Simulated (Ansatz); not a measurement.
**LiBe6Si (built on the sites of a database entry of LiCa6Ge): from the cell to its phonons**

How does LiBe6Si (built on the sites of a database entry of LiCa6Ge) vibrate, and is this structure a minimum?

Calculated with Ansatz 0.2.0; DFT PBEsol, scalar-relativistic, plane waves, norm-conserving pseudopotentials.

The structure was built from a prototype and need not be the compound's stable phase.

## 1. Set-up

Symmetry: Fm-3m, No. 225, cubic system. The conventional cell has a = 6.968 Å, b = 6.968 Å, c = 6.968 Å, α = 90.00°, β = 90.00°, γ = 90.00°. Nearest to Li lie 12 Be at 2.46 Å. Nearest to Be lie 8 Be at 2.46 Å and 2 Li at 2.46 Å and 2 Si at 2.46 Å. Nearest to Si lie 12 Be at 2.46 Å. Farther neighbours are not listed.

## 2. Rough relaxation

The start is far from rest, so a relaxation with loose tolerances brings it close first.

The input, input.yaml:

```yaml
crystal:
  lattice:
    - [0.0, 3.484, 3.484]
    - [3.484, 0.0, 3.484]
    - [3.484, 3.484, 0.0]
  atoms:
    - { symbol: Li, position: [0.5, 0.5, 0.5] }
    - { symbol: Be, position: [0.5, 0.0, 0.0] }
    - { symbol: Be, position: [0.5, 0.5, 0.0] }
    - { symbol: Be, position: [0.0, 0.5, 0.5] }
    - { symbol: Be, position: [0.0, 0.0, 0.5] }
    - { symbol: Be, position: [0.0, 0.5, 0.0] }
    - { symbol: Be, position: [0.5, 0.0, 0.5] }
    - { symbol: Si, position: [0.0, 0.0, 0.0] }
kpoints:
  mp_grid: { grid: [6, 6, 6] }
hamiltonian:
  xc: pbesol
  pseudopotentials: { kind: nc }
scf:
  occupations: { method: gaussian, width: 0.1 }
output:
  forces: true
  stress: true
  eigenvalues: true
relax:
  adjacent_minimum: "off"
  f_tol: 0.05
  max_steps: 80
  cell: { stress_tol: 0.5 }
```

Started as:

```bash
$ ansatz run input.yaml --threads 8 --pin off --max-ram 14336MiB --backend cpu --events-out ev --progress --plain --runs-dir out
```

Numbers of over 12 decimals in the logs are rounded to 6 here.

The log of the run:

```text
The last accepted step is kept in <dir> (removed where the run ends without a failure and the disk answers)
Engine: ansatz 0.2.0, aarch64-unknown-linux-gnu
Pseudopotentials: kind: nc
Pseudopotential: Li, nc, valence charge 3, recommended cutoff 1006.821291 eV (normal), Li.nc.azcp (PseudoDojo's, or run here from an input of PseudoDojo's: the run reads no file of this project's for it)
[...]
cell:  # Å, volume = 74.4124 Å³
    - [0, 3.338401, 3.338401]
    - [3.338401, 0, 3.338401]
    - [3.338401, 3.338401, 0]
  atoms:
    - { symbol: Li, position: [0.5, 0.5, 0.5] }
    - { symbol: Be, position: [0.5, 0.0, 0.0] }
    - { symbol: Be, position: [0.5, 0.5, 0.0] }
    - { symbol: Be, position: [0.0, 0.5, 0.5] }
    - { symbol: Be, position: [0, 0, 0.5] }
    - { symbol: Be, position: [0.0, 0.5, 0.0] }
    - { symbol: Be, position: [0.5, 0.0, 0.5] }
    - { symbol: Si, position: [0, 0, 0] }
[key lines of the parts left out:]
SCF converged after 3 iterations
Free energy (F): -2574.342948 eV
Fermi energy:    8.346982 eV
P = ⅓ Tr σ = 0.3251 GPa (3.251 kbar)
```

The job ended after 3.3 s (8 threads of Arm Neoverse V2, shared host; peak memory 0.85 GiB; 23 s of CPU time).

The steps of the relaxation:

```csv
step,energy less that of the first step (eV),largest force component (eV/Å),pressure (GPa),volume (Å³)
1,0.0000,0.0000,-10.04,84.58
2,-0.3329,0.0000,-1.95,76.19
3,-0.3424,0.0000,0.35,74.41
4*,-0.3418,0.0000,0.33,74.41
```

Relaxation steps marked * repeat the geometry before them on a plane-wave basis chosen anew for their cell, so energy and pressure can jump there.

The run keeps the 48 symmetry operations that it works with, so distortions that break them were not tested.

| conventional cell, symmetrised | before | after | change |
| --- | --- | --- | --- |
| a (Å) | 6.968 | 6.677 | -4.2 % |
| b (Å) | 6.968 | 6.677 | -4.2 % |
| c (Å) | 6.968 | 6.677 | -4.2 % |
| volume (Å³/atom) | 10.57 | 9.30 | -12.0 % |

The relaxed structure:

```xyz
8
Lattice="0.0000 3.3384 3.3384 3.3384 0.0000 3.3384 3.3384 3.3384 0.0000" Properties=species:S:1:pos:R:3 pbc="T T T"
Li    3.3384    3.3384    3.3384
Be    0.0000    1.6692    1.6692
Be    1.6692    1.6692    3.3384
Be    3.3384    1.6692    1.6692
Be    1.6692    1.6692    0.0000
Be    1.6692    0.0000    1.6692
Be    1.6692    3.3384    1.6692
Si    0.0000    0.0000    0.0000
```

Numbers from this step:

```yaml
pressure: 0.3251 GPa
volume_per_atom: 9.302 Å³
gap_on_the_k_mesh: 0 eV
```

In this step the volume went from 10.57 to 9.30 Å³/atom.

## 3. Bringing the structure to rest

The cell and atoms are relaxed, since residual forces and stress would shift the frequencies.

Edit input.yaml of step 2 so:

```diff
@@ -2,5 +2,5 @@
   lattice:
-    - [0.0, 3.484, 3.484]
-    - [3.484, 0.0, 3.484]
-    - [3.484, 3.484, 0.0]
+    - [0.0, 3.338401096, 3.338401096]
+    - [3.338401096, 0.0, 3.338401096]
+    - [3.338401096, 3.338401096, 0.0]
   atoms:
@@ -15,3 +15,3 @@
 kpoints:
-  mp_grid: { grid: [6, 6, 6] }
+  mp_grid: { grid: [10, 10, 10] }
 hamiltonian:
@@ -25,6 +25,10 @@
   eigenvalues: true
+  write_density: true
+  write_potential: true
+  elf: true
+  volumetric_format: npy
 relax:
   adjacent_minimum: "off"
-  f_tol: 0.05
+  f_tol: 0.005
   max_steps: 80
-  cell: { stress_tol: 0.5 }
+  cell: { stress_tol: 0.05 }
```

The log of the run:

```text
[...]
Crystal: 8 atoms, lattice volume = 74.412 Å³
Basis set: ecut = 1197.300995 eV, 6879 PW (Γ), exchange–correlation on 108×108×108 points (8 copies of the dense FFT grid, shifted against one another)
Bands: 24, of which v1, the nominal top of the filled ones, is band 16 counted from 1 (15 counted from 0)
Symmetry: 48 space group operations
[...]
k-points: 47 of 1000
[...]
SCF iter   1: F=—  HF=-2574.680197 eV  |F-HF|=—  |Δ(HF+E_count)|=         —  Δρ=3.38e-2  dr2=9.89e-1  ethr=3.10e-3  ⟨swp⟩=6.7  Hψ=6281  notcnv=0  defer=6
[...]
SCF iter   7: F=-2574.339367 eV  HF=-2574.339367 eV  |F-HF|=4.51e-10  |Δ(HF+E_count)|=   7.22e-9  Δρ=1.35e-6  dr2=1.11e-9  ethr=9.71e-11  ⟨swp⟩=5.7  Hψ=5224  notcnv=0
SCF 1 converged in 7 iterations: F = -2574.339367 eV  dr2 = 1.11e-9
relax step   1: F+E_penalty+E_count = -2574.33936702 eV  Δ(F+E_penalty+E_count) = +0.000e0 eV  max|allowed force component| = 4.489e-28 eV/Å  Δτ_max = 0.0000 Å  P = +0.523 GPa  Ω = 74.412 Å³  (7 SCF iters, dr2 threshold 1.00e-7 eV, accepted)
Crystal: 8 atoms, lattice volume = 74.656 Å³
Basis set: ecut = 1197.300995 eV, 6975 PW (Γ), exchange–correlation on 108×108×108 points (8 copies of the dense FFT grid, shifted against one another)
[...]
SCF iter   3: F=-2574.339865 eV  HF=-2574.339865 eV  |F-HF|=1.53e-7  |Δ(HF+E_count)|=   3.43e-6  Δρ=1.30e-5  dr2=2.16e-7  ethr=2.21e-9  ⟨swp⟩=8.2  Hψ=7955  notcnv=0
SCF 2 converged in 3 iterations: F = -2574.339865 eV  dr2 = 2.16e-7
relax step   2: F+E_penalty+E_count = -2574.33986498 eV  Δ(F+E_penalty+E_count) = -4.980e-4 eV  max|allowed force component| = 1.978e-28 eV/Å  Δτ_max = 0.0000 Å  P = +0.193 GPa  Ω = 74.656 Å³  energy of the carried Pulay correction = -4.548e-5 eV  (3 SCF iters, dr2 threshold 6.84e-7 eV, accepted)
Crystal: 8 atoms, lattice volume = 74.799 Å³
Basis set: ecut = 1197.300995 eV, 7119 PW (Γ), exchange–correlation on 108×108×108 points (8 copies of the dense FFT grid, shifted against one another)
[...]
SCF iter   4: F=-2574.339925 eV  HF=-2574.339925 eV  |F-HF|=7.59e-9  |Δ(HF+E_count)|=   3.06e-8  Δρ=3.17e-6  dr2=1.10e-8  ethr=3.02e-10  ⟨swp⟩=8.4  Hψ=5893  notcnv=0
SCF 3 converged in 4 iterations: F = -2574.339925 eV  dr2 = 1.10e-8
relax step   3: F+E_penalty+E_count = -2574.33992489 eV  Δ(F+E_penalty+E_count) = -5.991e-5 eV  max|allowed force component| = 2.795e-28 eV/Å  Δτ_max = 0.0000 Å  P = +0.001 GPa  Ω = 74.799 Å³  energy of the carried Pulay correction = -7.221e-5 eV  (4 SCF iters, dr2 threshold 9.35e-8 eV, accepted)
[...]
SCF iter   3: F=-2574.340002 eV  HF=-2574.340002 eV  |F-HF|=2.27e-12  |Δ(HF+E_count)|=   1.13e-9  Δρ=3.78e-7  dr2=3.86e-11  ethr=1.00e-12  ⟨swp⟩=7.0  Hψ=6379  notcnv=0
SCF 4 converged in 3 iterations: F = -2574.340002 eV  dr2 = 3.86e-11
relax step   4: F+E_penalty+E_count = -2574.34000166 eV  Δ(F+E_penalty+E_count) = -7.677e-5 eV  max|allowed force component| = 2.440e-28 eV/Å  Δτ_max = 0.0000 Å  P = +0.005 GPa  Ω = 74.799 Å³  stress off target by 4.52e-3 GPa  SCF on the basis re-selected at this cell (its energy is not comparable with the rows above)  (3 SCF iters)
basis re-selected at this cell: Δ(F+E_penalty+E_count) = -7.677e-5 eV, ΔP = +0.004 GPa vs the last step (what re-selecting the basis moved, of the pressure what is left beyond the Pulay correction that the steps carried, after the strain that the cell walked since its last selection, with what the two solves' SCF thresholds leave and, on support functions, any second-order correction that the steps lacked; it is no m [...]
SCF converged after 3 iterations
Free energy (F): -2574.340002 eV
[...]
Internal energy: -2574.326569 eV  (E = F + TS)
E sigma→0 (E₀):  -2574.333285 eV
Entropy (-TS):   -0.013433 eV (-1.679 meV/atom)
Fermi energy:    8.233725 eV
[...]
--- Stress (GPa, compression-positive) ---
        0.004517      -0.000000      -0.000000
       -0.000000       0.004517      -0.000000
       -0.000000      -0.000000       0.004517
  P = ⅓ Tr σ = 0.0045 GPa (0.045 kbar)
--- Band table (eV; the first three rows and the last of 47) ---
  k-point 0: bands = [... 12 lower, 5.8718, 6.4090, 6.4090, 6.4090, 7.4958, 7.4958, 7.4958, 10.6702, ... 4 higher]
  k-point 1: bands = [... 12 lower, 5.8920, 6.2367, 6.2367, 6.6101, 7.6240, 7.6240, 8.0909, 10.9409, ... 4 higher]
  k-point 2: bands = [... 12 lower, 5.6873, 5.8626, 5.8626, 7.3859, 7.9684, 7.9684, 9.4300, 11.5680, ... 4 higher]
  k-point 46: bands = [... 12 lower, 4.9752, 6.1717, 6.5264, 9.0613, 9.9395, 10.4308, 10.5439, 12.4888, ... 4 higher]
--- Relaxed structure (3 steps of the walk, 3 accepted, 1 SCFs on fresh bases) ---
[...]
cell:  # Å, volume = 74.7994 Å³
    - [0, 3.344178, 3.344178]
    - [3.344178, 0, 3.344178]
    - [3.344178, 3.344178, 0]
  atoms:
    - { symbol: Li, position: [0.500000, 0.500000, 0.500000] }
    - { symbol: Be, position: [0.500000, 0.0, 0.0] }
    - { symbol: Be, position: [0.500000, 0.500000, 0.0] }
    - { symbol: Be, position: [0.0, 0.500000, 0.500000] }
    - { symbol: Be, position: [0, 0, 0.500000] }
    - { symbol: Be, position: [0.0, 0.500000, 0.0] }
    - { symbol: Be, position: [0.500000, 0.0, 0.500000] }
    - { symbol: Si, position: [0, 0, 0] }
```

Wall time 8 s (8 threads); peak memory 0.9 GiB; 61 s of CPU time.

Relaxation path:

```csv
step,energy less that of the first step (eV),largest force component (eV/Å),pressure (GPa),volume (Å³)
1,0.0000,0.0000,0.52,74.41
2,-0.0005,0.0000,0.19,74.66
3,-0.0006,0.0000,0.00,74.80
4*,-0.0006,0.0000,0.00,74.80
```

Relaxation steps marked * repeat the geometry before them on a plane-wave basis chosen anew for their cell, so energy and pressure can jump there.

Forces are held to the 48 operations that the run works with; a distortion that breaks them can't arise in this run.

| conventional cell, symmetrised | before | after | change |
| --- | --- | --- | --- |
| a (Å) | 6.677 | 6.688 | +0.2 % |
| b (Å) | 6.677 | 6.688 | +0.2 % |
| c (Å) | 6.677 | 6.688 | +0.2 % |
| volume (Å³/atom) | 9.30 | 9.35 | +0.5 % |

This step gave:

| Item | Value |
| --- | --- |
| pressure | 0.004517 GPa |
| volume per atom | 9.350 Å³ |

Valence density in the ac plane of the conventional cell at fractional y = 0.000, with atoms of Li and Be and Si within 0.2 Å of it. It is the smooth field of the valence electrons, not physical close to the nuclei.

Values in e/Å³, 10 rows by 16 columns, each cell a mean:
```
 0  0  0  0  0  0  0  2  3  0  0  0  0  0  0  0
 0  0  0  1  1  0  0  0  0  0  0  0  1  0  0  0
 0  0  0  5 11  1  0  0  0  0  0  5 11  1  0  0
 0  0  0  0  0  0  0  0  0  0  0  0  0  0  0  0
 6  1  0  0  0  0  0  0  0  0  0  0  0  0  0  3
 3  0  0  0  0  0  0  0  0  0  0  0  0  0  0  2
 0  0  0  0  1  0  0  0  0  0  0  1  1  0  0  0
 0  0  0  5 11  1  0  0  0  0  0  5 11  1  0  0
 0  0  0  0  0  0  0  0  0  0  0  0  0  0  0  0
 0  0  0  0  0  0  0  3  6  1  0  0  0  0  0  0
```
Columns run along a (6.7 Å), rows up along c (6.7 Å), edges of the conventional cell, whose origin can differ from the input's. Atoms in or near the plane, at fractional coordinates: Li at (0.50, 0.00), Li at (0.00, 0.50), Be at (0.25, 0.25), Be at (0.75, 0.75), Be at (0.75, 0.25), Be at (0.25, 0.75), Si at (0.00, 0.00), Si at (0.50, 0.50).

Electrostatic potential energy in the ac plane of the conventional cell at fractional y = 0.000, with atoms of Li and Be and Si within 0.2 Å of it. With pseudopotentials it is smooth inside the atoms' cores, unlike the true potential.

Ten even steps from '0' (-43 eV) to '9' (10 eV), each cell a mean:
```
0169999974589999840
3589999987899999864
7888778999999878888
9986336999998434899
9985225899997323799
9986336899997434899
9998778887888778999
8899999853478999998
4799999610048999985
3699998600037999974
6899999730158999987
8999888876688889999
9997557898998656899
9985225899997323799
9985225899997323799
9987557999998656899
6788889999999888886
0379999986789999851
0069999863489999730
```
Columns run along a (6.7 Å; values clipped at the 3rd and 97th percentile), rows up along c (6.7 Å), edges of the conventional cell, whose origin can differ from the input's. Atoms in or near the plane, at fractional coordinates: Li at (0.50, 0.00), Li at (0.00, 0.50), Be at (0.25, 0.25), Be at (0.75, 0.75), Be at (0.75, 0.25), Be at (0.25, 0.75), Si at (0.00, 0.00), Si at (0.50, 0.50).

ELF in the ac plane of the conventional cell at fractional y = 0.000, with atoms of Li and Be and Si within 0.2 Å of it. It is the smooth field of the valence electrons, not physical close to the nuclei.

Values, 10 rows by 16 columns, each cell a mean:
```
0.23 0.50 0.64 0.52 0.45 0.38 0.15 0.42 0.54 0.17 0.29 0.44 0.48 0.60 0.60 0.31
0.59 0.61 0.48 0.26 0.29 0.32 0.44 0.29 0.25 0.39 0.41 0.25 0.29 0.35 0.60 0.60
0.42 0.47 0.24 0.52 0.75 0.19 0.45 0.47 0.45 0.49 0.24 0.52 0.75 0.19 0.44 0.44
0.17 0.30 0.44 0.31 0.28 0.47 0.64 0.62 0.59 0.64 0.56 0.33 0.27 0.41 0.39 0.20
0.76 0.26 0.22 0.41 0.47 0.59 0.56 0.18 0.10 0.40 0.63 0.52 0.43 0.33 0.11 0.60
0.54 0.17 0.29 0.44 0.48 0.60 0.60 0.31 0.23 0.50 0.64 0.52 0.45 0.38 0.15 0.42
0.25 0.39 0.41 0.25 0.29 0.35 0.60 0.60 0.59 0.61 0.48 0.26 0.29 0.32 0.44 0.29
0.45 0.49 0.24 0.52 0.75 0.19 0.44 0.44 0.42 0.47 0.24 0.52 0.75 0.19 0.45 0.47
0.59 0.64 0.56 0.33 0.27 0.41 0.39 0.20 0.17 0.30 0.44 0.31 0.28 0.47 0.64 0.62
0.10 0.40 0.63 0.52 0.43 0.33 0.11 0.60 0.76 0.26 0.22 0.41 0.47 0.59 0.56 0.18
```
Columns run along a (6.7 Å), rows up along c (6.7 Å), edges of the conventional cell, whose origin can differ from the input's. Atoms in or near the plane, at fractional coordinates: Li at (0.50, 0.00), Li at (0.00, 0.50), Be at (0.25, 0.25), Be at (0.75, 0.75), Be at (0.75, 0.25), Be at (0.25, 0.75), Si at (0.00, 0.00), Si at (0.50, 0.50).

In this step the volume went from 9.30 to 9.35 Å³/atom.

## 4. Tight relaxation

Phonons need a cell at rest on their own settings, so the relaxation is repeated with tight tolerances on forces and stress on the k mesh and occupations of the first response run.

The input, input.yaml:

```yaml
crystal:
  lattice:
    - [0.0, 3.344177552, 3.344177552]
    - [3.344177552, 0.0, 3.344177552]
    - [3.344177552, 3.344177552, 0.0]
  atoms:
    - { symbol: Li, position: [0.5, 0.5, 0.5] }
    - { symbol: Be, position: [0.5, 0.0, 0.0] }
    - { symbol: Be, position: [0.5, 0.5, 0.0] }
    - { symbol: Be, position: [0.0, 0.5, 0.5] }
    - { symbol: Be, position: [0.0, 0.0, 0.5] }
    - { symbol: Be, position: [0.0, 0.5, 0.0] }
    - { symbol: Be, position: [0.5, 0.0, 0.5] }
    - { symbol: Si, position: [0.0, 0.0, 0.0] }
kpoints:
  mp_grid: { grid: [12, 12, 12] }
hamiltonian:
  xc: pbesol
  pseudopotentials: { kind: nc }
scf:
  occupations: { method: methfessel_paxton, width: 0.2 }
output:
  forces: true
  stress: true
  eigenvalues: true
relax:
  adjacent_minimum: "off"
  f_tol: 0.001
  max_steps: 60
  cell: { stress_tol: 0.01 }
```

The log of the run:

```text
[...]
Crystal: 8 atoms, lattice volume = 74.799 Å³
Basis set: ecut = 1197.300995 eV, 7119 PW (Γ), exchange–correlation on 108×108×108 points (8 copies of the dense FFT grid, shifted against one another)
Bands: 24, of which v1, the nominal top of the filled ones, is band 16 counted from 1 (15 counted from 0)
Symmetry: 48 space group operations
[...]
k-points: 72 of 1728
[...]
cell:  # Å, volume = 74.8993 Å³
    - [0, 3.345665, 3.345665]
    - [3.345665, 0, 3.345665]
    - [3.345665, 3.345665, 0]
  atoms:
    - { symbol: Li, position: [0.5, 0.5, 0.5] }
    - { symbol: Be, position: [0.5, 0.0, 0.0] }
    - { symbol: Be, position: [0.5, 0.5, 0.0] }
    - { symbol: Be, position: [0.0, 0.5, 0.5] }
    - { symbol: Be, position: [0, 0, 0.5] }
    - { symbol: Be, position: [0.0, 0.5, 0.0] }
    - { symbol: Be, position: [0.5, 0.0, 0.5] }
    - { symbol: Si, position: [0, 0, 0] }
[key lines of the parts left out:]
SCF converged after 5 iterations
Free energy (F): -2574.333322 eV
Fermi energy:    8.248891 eV
P = ⅓ Tr σ = 0.0009 GPa (0.009 kbar)
```

The job ended after 12 s (8 threads; peak memory 1 GiB).

Little changed from the start: no atom moved by 0.005 Å and no cell edge by 0.1 %.

This step gave:

```
pressure        : 8.72e-4 GPa
volume per atom : 9.362 Å³
```

The forces vanish by symmetry and the pressure is 0.001 GPa, within the tolerances set. The cell now holds 9.36 Å³/atom.

(Part 1 of 3 ends here.)

[Logs are printed without paths, hosts, clocks, repeated set-up lines and the standing remarks that a program may print on its own settings, such as how far it seeks lower states.]

[Hosts, paths, dates, database ids (printed as entryN), source tags and the programs' standing remarks are cut or masked in the printed files.]
